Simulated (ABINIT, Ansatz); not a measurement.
Entries from a set of simulations; values are calculated unless marked as measured.

### How the form of the self-energy moves the gap of Ba2CaMoO6 (Fm-3m)

The structure is cubic, space group Fm-3m (No. 225). The conventional cell has a = 8.380 Å, b = 8.380 Å, c = 8.380 Å, α = 90.00°, β = 90.00°, γ = 90.00°. Nearest to Ba lie 12 O at 2.97 Å. Ca has 6 O at 2.28 Å nearest. Nearest to Mo lie 6 O at 1.91 Å. Nearest to O lie 1 Mo at 1.91 Å and 1 Ca at 2.28 Å and 4 Ba at 2.97 Å. Farther neighbours, and contacts between anions beyond the nearest, are not listed.

```
Ba Ca Mo O
1.0
     0.00000    4.19006    4.19006
     4.19006    0.00000    4.19006
     4.19006    4.19006    0.00000
Ba Ca Mo O
2 1 1 6
Direct
  0.25000 0.25000 0.25000
  0.75000 0.75000 0.75000
  0.00000 0.00000 0.00000
  0.50000 0.50000 0.50000
  0.72814 0.27186 0.27186
  0.27186 0.72814 0.27186
  0.27186 0.72814 0.72814
  0.72814 0.27186 0.72814
  0.27186 0.27186 0.72814
  0.72814 0.72814 0.27186
```

```
method                                   : RPA screening on LDA, plane waves, norm-conserving pseudopotentials (and 3 further levels or steps)
program                                  : ABINIT 10.8.3
settings                                 : cutoff 36 Ha, PseudoDojo scalar-relativistic 0.4.1 standard, norm-conserving, ngkpt (2, 2, 2), nband 219, ecuteps 5.2 Ha, gwcalctyp 2, nfreqre 16, nfreqim 8, inclvkb 2, freqremax 40 eV, spmeth 1, nomegasf 120, shiftk (0, 0, 0), symchi 1, awtr 1, frequency cd, 2×2×2 k-mesh
notes                                    : The program’s warnings: Min real frequency set to default [Ha] = and nproc spkpt=  >= nkpt= * nsppol=. The cell and positions come from the Crystallography Open Database and are kept as given unless a step says otherwise. Limits: no spin-orbit coupling. The 2×2×2 mesh is coarse for this cell, which bears on the long-range parts of exchange and screening.
G0W0, Godby-Needs plasmon pole           : 3.707 eV
G0W0, von der Linden-Horsch plasmon pole : 3.804 eV
G0W0, Engel-Farid plasmon pole           : 3.760 eV
one-shot Hartree-Fock                    : 12.383 eV
G0W0, contour deformation                : 3.663 eV
known limits                             : short of the basis limit; no spin-orbit coupling; coarse k mesh
```

G0W0, von der Linden-Horsch plasmon pole: +0.097 eV against G0W0, Godby-Needs plasmon pole. G0W0, Engel-Farid plasmon pole: +0.053 eV against G0W0, Godby-Needs plasmon pole.

[Long decimals in the printed logs are rounded to 6 places.]

[Logs are printed without paths, hosts, clocks, repeated set-up lines and the standing remarks that a program may print on its own settings, such as how far it seeks lower states.]

[Paths, hosts, dates, memory and timing lines, banners, echoed tables and standing remarks are left out of the program output; an Ansatz launch command may be rebuilt from the run's recorded settings. Measured values are a selection of at most five: reports struck by readers or far from the other reports are left out. None is set beside runs whose start may be inverted or whose files or cutoffs have a known fault.]

[Runs of the session that timed out or met a known fault of the program may be left out.]

[Hosts, paths, dates, database ids (printed as entryN), source tags and the programs' standing remarks are cut or masked in the printed files.]

[G0W0 gaps are taken among the corrected bands and points alone; a level outside them can change the order at an edge.]

[Where Ansatz stands beside ABINIT at settings called matched, ABINIT's density can come from a denser mesh and the files from another edition; pairs whose starting gaps differed by over 0.03 eV were left out, so agreement reads better than it is.]
